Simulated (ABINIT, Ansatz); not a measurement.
# MgSiTe3 (Pm-3m): zone-centre phonons, part 3 of 4

Which modes does MgSiTe3 (Pm-3m) have at the zone centre?

ABINIT 10.8.3; DFT LDA, scalar-relativistic, plane waves, HGH norm-conserving pseudopotentials.

So far. Step 2 (Relaxing the cell and atoms): The volume changes by +3.1 % from the cell with which this run began. Step 4 (Zone-centre response): The acoustic modes at Γ come out as far as 2.5 cm⁻¹ from zero, where they should vanish, a small numerical error. The lowest optical mode is imaginary, 122i cm⁻¹, an instability at this level and on this k mesh. The relaxed cell has a = 5.228 Å (conventional setting).

The structure was built from a prototype and need not be the compound's stable phase.

## 5. Zone-centre analysis

anaddb reads the merged derivatives and imposes the acoustic sum rule.

The input, anaddb.abi:

```
ddb_filepath "gamma_DDB"
output_file "anaddb.abo"
outdata_prefix "anaddb"
asr 1
chneut 1
enunit 2
eivec 1
nph1l 1
qph1l 0.0 0.0 0.0 1.0
```

The input, mrgddb.in:

```
gamma_DDB
merged
2
dfpt_gammao_DDB
gso_DDB
```

Command:

```
$ mrgddb < mrgddb.in > mrgddb.log
$ OMP_NUM_THREADS=1 anaddb anaddb.abi > anaddb.log
```

anaddb.abo, the main output file:

```text
-outvars_anaddb: echo values of input variables ----------------------

 Miscellaneous information :
      enunit         2
       eivec         1
         asr         1
 First list of wavevector (reduced coord.) :
       nph1l         1
       qph1l
                     0.00000000E+00  0.00000000E+00  0.00000000E+00    1.000E+00

================================================================================

 read the DDB information and perform some checks

  ==== Info on the Cryst% object ====
 Real(R)+Recip(G) space primitive vectors, cartesian coordinates (Bohr,Bohr^-1):
 R(1)=  9.8800510  0.0000000  0.0000000  G(1)=  0.1012141  0.0000000  0.0000000
 R(2)=  0.0000000  9.8800510  0.0000000  G(2)=  0.0000000  0.1012141  0.0000000
 R(3)=  0.0000000  0.0000000  9.8800510  G(3)=  0.0000000  0.0000000  0.1012141
 Unit cell volume ucvol=  9.6444519E+02 bohr^3
 Angles (23,13,12)=  9.00000000E+01  9.00000000E+01  9.00000000E+01 degrees
 Time-reversal symmetry is present
 Reduced atomic positions [iatom, xred, symbol]:
    1)    0.0000000  0.0000000  0.0000000  Mg
    2)    0.5000000  0.5000000  0.5000000  Si
    3)    0.5000000  0.5000000  0.0000000  Te
    4)    0.5000000  0.0000000  0.5000000  Te
    5)    0.0000000  0.5000000  0.5000000  Te

 DDB file with 3 blocks has been read.

================================================================================

 Treat the first list of vectors

  Phonon wavevector (reduced coordinates) :  0.00000  0.00000  0.00000
 Phonon energies in Hartree :
  -5.546761E-04 -5.546761E-04 -5.546761E-04 -3.305997E-04 -3.305997E-04
  -3.305997E-04 -3.157613E-04 -3.157613E-04 -3.157613E-04  0.000000E+00
   0.000000E+00  0.000000E+00  8.215732E-04  8.215732E-04  8.215732E-04
 Phonon energies in meV     :
- -1.509351E+01 -1.509351E+01 -1.509351E+01 -8.996075E+00 -8.996075E+00
- -8.996075E+00 -8.592303E+00 -8.592303E+00 -8.592303E+00  0.000000E+00
-  0.000000E+00  0.000000E+00  2.235615E+01  2.235615E+01  2.235615E+01
 Phonon frequencies in cm-1    :
- -1.217373E+02 -1.217373E+02 -1.217373E+02 -7.255824E+01 -7.255824E+01
- -7.255824E+01 -6.930160E+01 -6.930160E+01 -6.930160E+01  0.000000E+00
-  0.000000E+00  0.000000E+00  1.803145E+02  1.803145E+02  1.803145E+02
 Phonon frequencies in Thz     :
- -3.649594E+00 -3.649594E+00 -3.649594E+00 -2.175241E+00 -2.175241E+00
- -2.175241E+00 -2.077610E+00 -2.077610E+00 -2.077610E+00  0.000000E+00
-  0.000000E+00  0.000000E+00  5.405692E+00  5.405692E+00  5.405692E+00
 Phonon energies in Kelvin  :
- -1.751529E+02 -1.751529E+02 -1.751529E+02 -1.043951E+02 -1.043951E+02
- -1.043951E+02 -9.970953E+01 -9.970953E+01 -9.970953E+01  0.000000E+00
-  0.000000E+00  0.000000E+00  2.594323E+02  2.594323E+02  2.594323E+02

 Eigendisplacements
 (will be given, for each mode : in cartesian coordinates
   for each atom the real part of the displacement vector,
   then the imaginary part of the displacement vector - absolute values smaller than 1.0d-7 are set to zero)
  Mode number    1   Energy   -5.546761E-04
 Attention : low frequency mode.
   (Could be unstable or acoustic mode)
-  1  0.00000000E+00  0.00000000E+00 -4.11620030E-03
-     0.00000000E+00  0.00000000E+00  0.00000000E+00
-  2  0.00000000E+00  0.00000000E+00 -1.22131192E-03
-     0.00000000E+00  0.00000000E+00  0.00000000E+00
-  3  0.00000000E+00  0.00000000E+00 -1.48443021E-04
-     0.00000000E+00  0.00000000E+00  0.00000000E+00
-  4  0.00000000E+00  0.00000000E+00  6.00658030E-04
-     0.00000000E+00  0.00000000E+00  0.00000000E+00
-  5  0.00000000E+00  0.00000000E+00  6.00658030E-04
-     0.00000000E+00  0.00000000E+00  0.00000000E+00
  Mode number    2   Energy   -5.546761E-04
 Attention : low frequency mode.
   (Could be unstable or acoustic mode)
-  1  0.00000000E+00 -4.11620030E-03  0.00000000E+00
-     0.00000000E+00  0.00000000E+00  0.00000000E+00
-  2  0.00000000E+00 -1.22131192E-03  0.00000000E+00
-     0.00000000E+00  0.00000000E+00  0.00000000E+00
-  3  0.00000000E+00  6.00658030E-04  0.00000000E+00
-     0.00000000E+00  0.00000000E+00  0.00000000E+00
-  4  0.00000000E+00 -1.48443021E-04  0.00000000E+00
-     0.00000000E+00  0.00000000E+00  0.00000000E+00
-  5  0.00000000E+00  6.00658030E-04  0.00000000E+00
-     0.00000000E+00  0.00000000E+00  0.00000000E+00
  Mode number    3   Energy   -5.546761E-04
 Attention : low frequency mode.
   (Could be unstable or acoustic mode)
-  1  4.11620030E-03  0.00000000E+00  0.00000000E+00
-     0.00000000E+00  0.00000000E+00  0.00000000E+00
-  2  1.22131192E-03  0.00000000E+00  0.00000000E+00
-     0.00000000E+00  0.00000000E+00  0.00000000E+00
-  3 -6.00658030E-04  0.00000000E+00  0.00000000E+00
-     0.00000000E+00  0.00000000E+00  0.00000000E+00
-  4 -6.00658030E-04  0.00000000E+00  0.00000000E+00
-     0.00000000E+00  0.00000000E+00  0.00000000E+00
-  5  1.48443021E-04  0.00000000E+00  0.00000000E+00
-     0.00000000E+00  0.00000000E+00  0.00000000E+00
  Mode number    4   Energy   -3.305997E-04
 Attention : low frequency mode.
   (Could be unstable or acoustic mode)
-  1  0.00000000E+00  0.00000000E+00 -2.08741590E-03
-     0.00000000E+00  0.00000000E+00  0.00000000E+00
-  2  0.00000000E+00  0.00000000E+00  2.87431999E-03
-     0.00000000E+00  0.00000000E+00  0.00000000E+00
-  3  0.00000000E+00  0.00000000E+00  9.64828395E-04
-     0.00000000E+00  0.00000000E+00  0.00000000E+00
-  4  0.00000000E+00  0.00000000E+00 -5.99958028E-04
-     0.00000000E+00  0.00000000E+00  0.00000000E+00
-  5  0.00000000E+00  0.00000000E+00 -5.99958028E-04
-     0.00000000E+00  0.00000000E+00  0.00000000E+00
  Mode number    5   Energy   -3.305997E-04
 Attention : low frequency mode.
   (Could be unstable or acoustic mode)
-  1  0.00000000E+00 -2.08741590E-03  0.00000000E+00
-     0.00000000E+00  0.00000000E+00  0.00000000E+00
-  2  0.00000000E+00  2.87431999E-03  0.00000000E+00
-     0.00000000E+00  0.00000000E+00  0.00000000E+00
-  3  0.00000000E+00 -5.99958028E-04  0.00000000E+00
-     0.00000000E+00  0.00000000E+00  0.00000000E+00
-  4  0.00000000E+00  9.64828395E-04  0.00000000E+00
-     0.00000000E+00  0.00000000E+00  0.00000000E+00
-  5  0.00000000E+00 -5.99958028E-04  0.00000000E+00
-     0.00000000E+00  0.00000000E+00  0.00000000E+00
  Mode number    6   Energy   -3.305997E-04
 Attention : low frequency mode.
   (Could be unstable or acoustic mode)
-  1  2.08741590E-03  0.00000000E+00  0.00000000E+00
-     0.00000000E+00  0.00000000E+00  0.00000000E+00
-  2 -2.87431999E-03  0.00000000E+00  0.00000000E+00
-     0.00000000E+00  0.00000000E+00  0.00000000E+00
-  3  5.99958028E-04  0.00000000E+00  0.00000000E+00
-     0.00000000E+00  0.00000000E+00  0.00000000E+00
-  4  5.99958028E-04  0.00000000E+00  0.00000000E+00
-     0.00000000E+00  0.00000000E+00  0.00000000E+00
-  5 -9.64828395E-04  0.00000000E+00  0.00000000E+00
-     0.00000000E+00  0.00000000E+00  0.00000000E+00
  Mode number    7   Energy   -3.157613E-04
 Attention : low frequency mode.
   (Could be unstable or acoustic mode)
-  1  0.00000000E+00  0.00000000E+00  0.00000000E+00
-     0.00000000E+00  0.00000000E+00  0.00000000E+00
-  2  0.00000000E+00  0.00000000E+00  0.00000000E+00
-     0.00000000E+00  0.00000000E+00  0.00000000E+00
-  3  0.00000000E+00  0.00000000E+00  0.00000000E+00
-     0.00000000E+00  0.00000000E+00  0.00000000E+00
-  4  0.00000000E+00  0.00000000E+00 -1.46615408E-03
-     0.00000000E+00  0.00000000E+00  0.00000000E+00
-  5  0.00000000E+00  0.00000000E+00  1.46615408E-03
-     0.00000000E+00  0.00000000E+00  0.00000000E+00
  Mode number    8   Energy   -3.157613E-04
 Attention : low frequency mode.
   (Could be unstable or acoustic mode)
-  1  0.00000000E+00  0.00000000E+00  0.00000000E+00
-     0.00000000E+00  0.00000000E+00  0.00000000E+00
-  2  0.00000000E+00  0.00000000E+00  0.00000000E+00
-     0.00000000E+00  0.00000000E+00  0.00000000E+00
-  3  0.00000000E+00 -1.46615408E-03  0.00000000E+00
-     0.00000000E+00  0.00000000E+00  0.00000000E+00
-  4  0.00000000E+00  0.00000000E+00  0.00000000E+00
-     0.00000000E+00  0.00000000E+00  0.00000000E+00
-  5  0.00000000E+00  1.46615408E-03  0.00000000E+00
-     0.00000000E+00  0.00000000E+00  0.00000000E+00
  Mode number    9   Energy   -3.157613E-04
 Attention : low frequency mode.
   (Could be unstable or acoustic mode)
-  1  0.00000000E+00  0.00000000E+00  0.00000000E+00
-     0.00000000E+00  0.00000000E+00  0.00000000E+00
-  2  0.00000000E+00  0.00000000E+00  0.00000000E+00
-     0.00000000E+00  0.00000000E+00  0.00000000E+00
-  3  1.46615408E-03  0.00000000E+00  0.00000000E+00
-     0.00000000E+00  0.00000000E+00  0.00000000E+00
-  4 -1.46615408E-03  0.00000000E+00  0.00000000E+00
-     0.00000000E+00  0.00000000E+00  0.00000000E+00
-  5  0.00000000E+00  0.00000000E+00  0.00000000E+00
-     0.00000000E+00  0.00000000E+00  0.00000000E+00
  Mode number   10   Energy    0.000000E+00
 Attention : low frequency mode.
   (Could be unstable or acoustic mode)
-  1  0.00000000E+00  0.00000000E+00  1.12273090E-03
-     0.00000000E+00  0.00000000E+00  0.00000000E+00
-  2  0.00000000E+00  0.00000000E+00  1.12277697E-03
-     0.00000000E+00  0.00000000E+00  0.00000000E+00
-  3  0.00000000E+00  0.00000000E+00  1.12275259E-03
-     0.00000000E+00  0.00000000E+00  0.00000000E+00
-  4  0.00000000E+00  0.00000000E+00  1.12273513E-03
-     0.00000000E+00  0.00000000E+00  0.00000000E+00
-  5  0.00000000E+00  0.00000000E+00  1.12273513E-03
-     0.00000000E+00  0.00000000E+00  0.00000000E+00
  Mode number   11   Energy    0.000000E+00
 Attention : low frequency mode.
   (Could be unstable or acoustic mode)
-  1  0.00000000E+00 -1.12273090E-03  0.00000000E+00
-     0.00000000E+00  0.00000000E+00  0.00000000E+00
-  2  0.00000000E+00 -1.12277697E-03  0.00000000E+00
-     0.00000000E+00  0.00000000E+00  0.00000000E+00
-  3  0.00000000E+00 -1.12273513E-03  0.00000000E+00
-     0.00000000E+00  0.00000000E+00  0.00000000E+00
-  4  0.00000000E+00 -1.12275259E-03  0.00000000E+00
-     0.00000000E+00  0.00000000E+00  0.00000000E+00
-  5  0.00000000E+00 -1.12273513E-03  0.00000000E+00
-     0.00000000E+00  0.00000000E+00  0.00000000E+00
  Mode number   12   Energy    0.000000E+00
 Attention : low frequency mode.
   (Could be unstable or acoustic mode)
-  1  1.12273090E-03  0.00000000E+00  0.00000000E+00
-     0.00000000E+00  0.00000000E+00  0.00000000E+00
-  2  1.12277697E-03  0.00000000E+00  0.00000000E+00
-     0.00000000E+00  0.00000000E+00  0.00000000E+00
-  3  1.12273513E-03  0.00000000E+00  0.00000000E+00
-     0.00000000E+00  0.00000000E+00  0.00000000E+00
-  4  1.12273513E-03  0.00000000E+00  0.00000000E+00
-     0.00000000E+00  0.00000000E+00  0.00000000E+00
-  5  1.12275259E-03  0.00000000E+00  0.00000000E+00
-     0.00000000E+00  0.00000000E+00  0.00000000E+00
  Mode number   13   Energy    8.215732E-04
-  1  0.00000000E+00  0.00000000E+00  9.86206329E-05
-     0.00000000E+00  0.00000000E+00  0.00000000E+00
-  2  0.00000000E+00  0.00000000E+00 -2.91865541E-03
-     0.00000000E+00  0.00000000E+00  0.00000000E+00
-  3  0.00000000E+00  0.00000000E+00  1.44419979E-03
-     0.00000000E+00  0.00000000E+00  0.00000000E+00
-  4  0.00000000E+00  0.00000000E+00 -4.10285164E-04
-     0.00000000E+00  0.00000000E+00  0.00000000E+00
-  5  0.00000000E+00  0.00000000E+00 -4.10285164E-04
-     0.00000000E+00  0.00000000E+00  0.00000000E+00
  Mode number   14   Energy    8.215732E-04
-  1  0.00000000E+00 -9.86206329E-05  0.00000000E+00
-     0.00000000E+00  0.00000000E+00  0.00000000E+00
-  2  0.00000000E+00  2.91865541E-03  0.00000000E+00
-     0.00000000E+00  0.00000000E+00  0.00000000E+00
-  3  0.00000000E+00  4.10285164E-04  0.00000000E+00
-     0.00000000E+00  0.00000000E+00  0.00000000E+00
-  4  0.00000000E+00 -1.44419979E-03  0.00000000E+00
-     0.00000000E+00  0.00000000E+00  0.00000000E+00
-  5  0.00000000E+00  4.10285164E-04  0.00000000E+00
-     0.00000000E+00  0.00000000E+00  0.00000000E+00
  Mode number   15   Energy    8.215732E-04
-  1  9.86206329E-05  0.00000000E+00  0.00000000E+00
-     0.00000000E+00  0.00000000E+00  0.00000000E+00
-  2 -2.91865541E-03  0.00000000E+00  0.00000000E+00
-     0.00000000E+00  0.00000000E+00  0.00000000E+00
-  3 -4.10285164E-04  0.00000000E+00  0.00000000E+00
-     0.00000000E+00  0.00000000E+00  0.00000000E+00
-  4 -4.10285164E-04  0.00000000E+00  0.00000000E+00
-     0.00000000E+00  0.00000000E+00  0.00000000E+00
-  5  1.44419979E-03  0.00000000E+00  0.00000000E+00
-     0.00000000E+00  0.00000000E+00  0.00000000E+00

 Analysis of degeneracies and characters (maximum tolerance=1.00E-06 a.u.)
 For each vibration mode, or group of modes if degenerate,
 the characters are given for each symmetry operation (see the list in the log file).
 Symmetry characters of vibration mode #   1
       degenerate with vibration modes #   2 to    3
  3.0 -3.0 -1.0  1.0 -1.0  1.0 -1.0  1.0  1.0 -1.0 -1.0  1.0  1.0 -1.0 -1.0  1.0
  0.0 -0.0  0.0 -0.0 -0.0  0.0  0.0 -0.0  1.0 -1.0 -1.0  1.0 -1.0  1.0  1.0 -1.0
  0.0 -0.0 -0.0  0.0  0.0 -0.0  0.0 -0.0  1.0 -1.0  1.0 -1.0 -1.0  1.0 -1.0  1.0
 Symmetry characters of vibration mode #   4
       degenerate with vibration modes #   5 to    6
  3.0 -3.0 -1.0  1.0 -1.0  1.0 -1.0  1.0  1.0 -1.0 -1.0  1.0  1.0 -1.0 -1.0  1.0
 -0.0  0.0 -0.0  0.0  0.0 -0.0  0.0 -0.0  1.0 -1.0 -1.0  1.0 -1.0  1.0  1.0 -1.0
 -0.0  0.0  0.0 -0.0  0.0 -0.0 -0.0  0.0  1.0 -1.0  1.0 -1.0 -1.0  1.0 -1.0  1.0
 Symmetry characters of vibration mode #   7
       degenerate with vibration modes #   8 to    9
  3.0 -3.0 -1.0  1.0 -1.0  1.0 -1.0  1.0 -1.0  1.0  1.0 -1.0 -1.0  1.0  1.0 -1.0
  0.0 -0.0 -0.0  0.0  0.0 -0.0 -0.0  0.0 -1.0  1.0  1.0 -1.0  1.0 -1.0 -1.0  1.0
  0.0 -0.0  0.0 -0.0 -0.0  0.0 -0.0  0.0 -1.0  1.0 -1.0  1.0  1.0 -1.0  1.0 -1.0
 Symmetry characters of vibration mode #  10
       degenerate with vibration modes #  11 to   12
  3.0 -3.0 -1.0  1.0 -1.0  1.0 -1.0  1.0  1.0 -1.0 -1.0  1.0  1.0 -1.0 -1.0  1.0
 -0.0  0.0 -0.0  0.0  0.0 -0.0  0.0 -0.0  1.0 -1.0 -1.0  1.0 -1.0  1.0  1.0 -1.0
 -0.0  0.0  0.0 -0.0  0.0 -0.0 -0.0  0.0  1.0 -1.0  1.0 -1.0 -1.0  1.0 -1.0  1.0
 Symmetry characters of vibration mode #  13
       degenerate with vibration modes #  14 to   15
  3.0 -3.0 -1.0  1.0 -1.0  1.0 -1.0  1.0  1.0 -1.0 -1.0  1.0  1.0 -1.0 -1.0  1.0
  0.0 -0.0  0.0 -0.0 -0.0  0.0 -0.0  0.0  1.0 -1.0 -1.0  1.0 -1.0  1.0  1.0 -1.0
  0.0 -0.0 -0.0  0.0 -0.0  0.0  0.0 -0.0  1.0 -1.0  1.0 -1.0 -1.0  1.0 -1.0  1.0
-
```

Wall time 0.78 s (1 thread of Intel Xeon at 2.70GHz, shared host).

Read from the output:

```yaml
lowest_optical_zone_centre_mode: -121.7 cm⁻¹
```

No LO-TO term; unit eigenvectors of the mass-weighted matrix, from anaddb's displacements. The modes at Γ (shares of kinetic energy by element, %) (negative means imaginary):

```
mode  frequency (cm⁻¹)  symmetry  Mg %  Si %  Te %
   1            -121.7       T1u    75     8    17
   2            -121.7       T1u    75     8    17
   3            -121.7       T1u    75     8    17
   4             -72.6       T1u    19    42    38
   5             -72.6       T1u    19    42    38
   6             -72.6       T1u    19    42    38
   7             -69.3       T2u     0     0   100
   8             -69.3       T2u     0     0   100
   9             -69.3       T2u     0     0   100
  10               0.0  acoustic     6     6    88
  11               0.0  acoustic     6     6    88
  12               0.0  acoustic     6     6    88
  13             180.3       T1u     0    44    56
  14             180.3       T1u     0    44    56
  15             180.3       T1u     0    44    56
```

Displacements in mode 1 (-121.7 cm⁻¹), the largest set to 1:
```
Mg1  0.00  0.00 -1.00
Si2  0.00  0.00 -0.30
Te3  0.00  0.00 -0.04
Te4  0.00  0.00  0.15
Te5  0.00  0.00  0.15
```

Displacements in mode 13 (180.3 cm⁻¹), the largest set to 1:
```
Mg1  0.00  0.00  0.03
Si2  0.00  0.00 -1.00
Te3  0.00  0.00  0.49
Te4  0.00  0.00 -0.14
Te5  0.00  0.00 -0.14
```

The rule moves no optical mode by more than 0.1 cm⁻¹.

(Part 3 of 4 ends here.)

[Host names and launcher messages were left out of these logs when they were recorded.]

[Logs are printed without paths, hosts, clocks, repeated set-up lines and the standing remarks that a program may print on its own settings, such as how far it seeks lower states.]

[Hosts, paths, dates, database ids (printed as entryN), source tags and the programs' standing remarks are cut or masked in the printed files.]
